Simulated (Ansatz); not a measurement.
Computed results, one entry a study.

## From HSE06 to G0W0: ZrSeS (1T monolayer)

The cell holds 3 atoms: 1 Zr, 1 S and 1 Se. Cell: a = 3.659 Å, b = 3.659 Å, c = 29.300 Å, α = 90.0°, β = 90.0°, γ = 120.0°. Vacuum lies along c.

```xyz
3
Lattice="3.6594 0.0000 0.0000 -1.8297 3.1691 0.0000 0.0000 0.0000 29.3000" Properties=species:S:1:pos:R:3
Zr    0.0000    0.0000   14.7690
S     0.0000    2.1127   16.1687
Se    1.8297    1.0564   13.1313
```

```yaml
method: G0W0 on HSE06, plane waves, PAW; PAW set soft_1 (and 1 further level or step)
program: Ansatz 0.2.0
settings_of_one_run: cutoff 420 eV, 6×6×1 k-mesh, PAW set soft 1, empty bands 232, screening cutoff 45 eV, screening contour deformation, QP bands (v2, c2)
cost: 2 runs, 7.1 min in all on 4 threads of Arm Neoverse V1, shared host (the runs of this entry)
notes: In doubt: masses and optical values from hybrid runs of this build are listed as unsure (in some of the runs), which bears on the screening that GW takes from such a start. Values taken over the cell’s volume include its vacuum. The structure was relaxed with PBEsol-D3(BJ). Limits: coarse mesh for a sheet; no spin-orbit coupling.
hse06_gap_over_mesh_and_listed_points: 1.229 eV, from k = Γ to k = (0.500, 0.000, 0.000)
g0w0_hse06_gap_over_6_of_7_irreducible_mesh_points: 1.757 eV, from k = Γ to k = (0.000, -0.500, 0.000)
gw_settings: 6×6×1 mesh, 232 empty bands, screening to 45 eV, PAW set soft_1 files
known_limits: finite bands, screening cutoff and k mesh; no spin-orbit coupling in G0W0
```

Over 6 of 7 irreducible mesh points the G0W0 gap is 1.757 eV, from k = Γ to k = (0.000, -0.500, 0.000). The HSE06 gap of this run on the mesh is 1.229 eV. The two states that bound the G0W0 gap lie that far apart at the start, so the correction of the gap is 1.757 − 1.229 = +0.528 eV. The valence state moves by −6.141 − (−6.253) = +0.112 eV and the conduction state by −4.383 − (−5.024) = +0.641 eV, on the run's own scale; how far single levels stand from their limit in bands is not shown.

[Paths, hosts, dates, memory and timing lines, banners, echoed tables and standing remarks are left out of the program output.]

[Logs are printed without paths, hosts, clocks, repeated set-up lines and the standing remarks that a program may print on its own settings, such as how far it seeks lower states.]

[Runs of the session that timed out or met a known fault of the program may be left out.]

[Cells called generated may have been cut or substituted from an entry of the Crystallography Open Database or the Materials Project.]

[Hosts, paths, dates, database ids (printed as entryN), source tags and the programs' standing remarks are cut or masked in the printed files.]
